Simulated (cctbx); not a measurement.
# Accept or mend?

Cell a = 4.1890 Å, b = 14.4940 Å, c = 14.4760 Å, α = 90.00°, β = 90.00°, γ = 90.00°; space group Cmcm (no. 63).

The data are simulated with cctbx, not measured: Mo Kα, λ = 0.71073 Å, to d = 0.7 Å, 95 % of the full sphere, strongest reflection 40000 counts, noise from counting, a 1.5 % proportional error and a noise floor of 4 counts (s.d.); no absorption, and some extinction, which the refinements don't model.

An anisotropic refinement with weights 1/σ² prints:

```text
Rint 0.019, 779 unique reflections to 0.70 A
cycle     R1     wR2    GooF  max shift (A)
   1  0.0961  0.2168  14.443   0.01670
   4  0.0323  0.0836   5.572   0.00020
final R1 0.0323 wR2 0.0836 GooF 5.572  parameters 28  data/parameter 27.8
atom        x        y        z      Ueq    occ   su(xyz)  su(Uiso or U11)
Te1    0.00000  0.36717  0.93901  -0.0007  1.000  0.00004  0.0003  NPD
Ce1    0.50000  0.07953  0.25000   0.0111  1.000  0.00007  0.0004
Te2    0.00000  0.26104  0.38842   0.0040  1.000  0.00005  0.0003
Te3    0.00000  0.00000  0.00000   0.0030  1.000  0.00000  0.0004
Rb1    0.50000  0.39183  0.25000   0.0063  1.000  0.00011  0.0006
Li1    0.00000  0.16748  0.25000   0.0084  1.000  0.00223  0.0110  NPD
difference map: max 5.55 min -6.05 rms 0.57
Q1    0.0000  0.3716  0.5729    8    5.58  0.18 A from Te1
Q2    0.2130  0.1324  0.1829   16    0.95  1.41 A from Li1
Q3    0.1786  0.1172  0.0638   16    0.92  1.37 A from Te1
Q4    0.1572  0.3692  0.7500    8    0.87  0.99 A from Ce1
Q5    0.1962  0.2990  0.5684   16    0.84  1.29 A from Te1
Q6    0.2083  0.0815  0.1651   16    0.83  1.73 A from Ce1
```

**Question.** Can this result stand? If not, what is the likely fault?

Mend it. The fault: elements exchanged: Ce1 is Te and Te1 is Ce. Against the right model at the same level, R1 goes from 0.0086 to 0.0323 and GooF from 1.20 to 5.57, U of Te1 shrinks from 0.0043 to -0.0007 Å², U of Ce1 swells from 0.0048 to 0.0111 Å², the top difference peak, 5.6 e/Å³, lies on Te1, a hole of -6.0 e/Å³ opens and Te1 and Li1 go non-positive-definite. Ce1 has 6 electrons too many and its U swells to shed them, as expected; Te1 has 6 electrons too few and its U shrinks to make up, as expected.

The compound is RbLiCe2Te4. The right model at the same level gives:

```text
Rint 0.019, 779 unique reflections to 0.70 A
cycle     R1     wR2    GooF  max shift (A)
   1  0.0177  0.0409   2.722   0.00698
   3  0.0086  0.0181   1.204   0.00040
final R1 0.0086 wR2 0.0181 GooF 1.204  parameters 28  data/parameter 27.8
atom        x        y        z      Ueq    occ   su(xyz)  su(Uiso or U11)
Ce1    0.00000  0.36719  0.93900   0.0043  1.000  0.00001  0.0001
Te1    0.50000  0.07952  0.25000   0.0048  1.000  0.00002  0.0001
Te2    0.00000  0.26109  0.38841   0.0034  1.000  0.00001  0.0001
Te3    0.00000  0.00000  0.00000   0.0024  1.000  0.00000  0.0001
Rb1    0.50000  0.39174  0.25000   0.0058  1.000  0.00002  0.0001
Li1    0.00000  0.16667  0.25000   0.0100  1.000  0.00048  0.0028
difference map: max 0.49 min -0.89 rms 0.17
Q1    0.2218  0.1993  0.1511   16    0.50  1.41 A from Te2
Q2    0.1636  0.1097  0.1870   16    0.49  1.41 A from Li1
Q3    0.2575  0.0586  0.9963   16    0.48  1.37 A from Te3
Q4    0.2081  0.4673  0.7500    8    0.46  1.10 A from Te1
Q5    0.2095  0.1256  0.5810   16    0.46  2.09 A from Te2
Q6    0.1733  0.2556  0.1786   16    0.44  1.21 A from Te2
```

Isotropic U is held between 0.0001 and 1 Å² by the program, and listed peak heights are interpolated, so they can pass the grid's maximum.

This is a model crystal, built by substitution and not relaxed, with assumed displacement parameters.

[Middle refinement cycles are left out of these outputs.]

[Logs are printed without paths, hosts, clocks, repeated set-up lines and the standing remarks that a program may print on its own settings, such as how far it seeks lower states.]
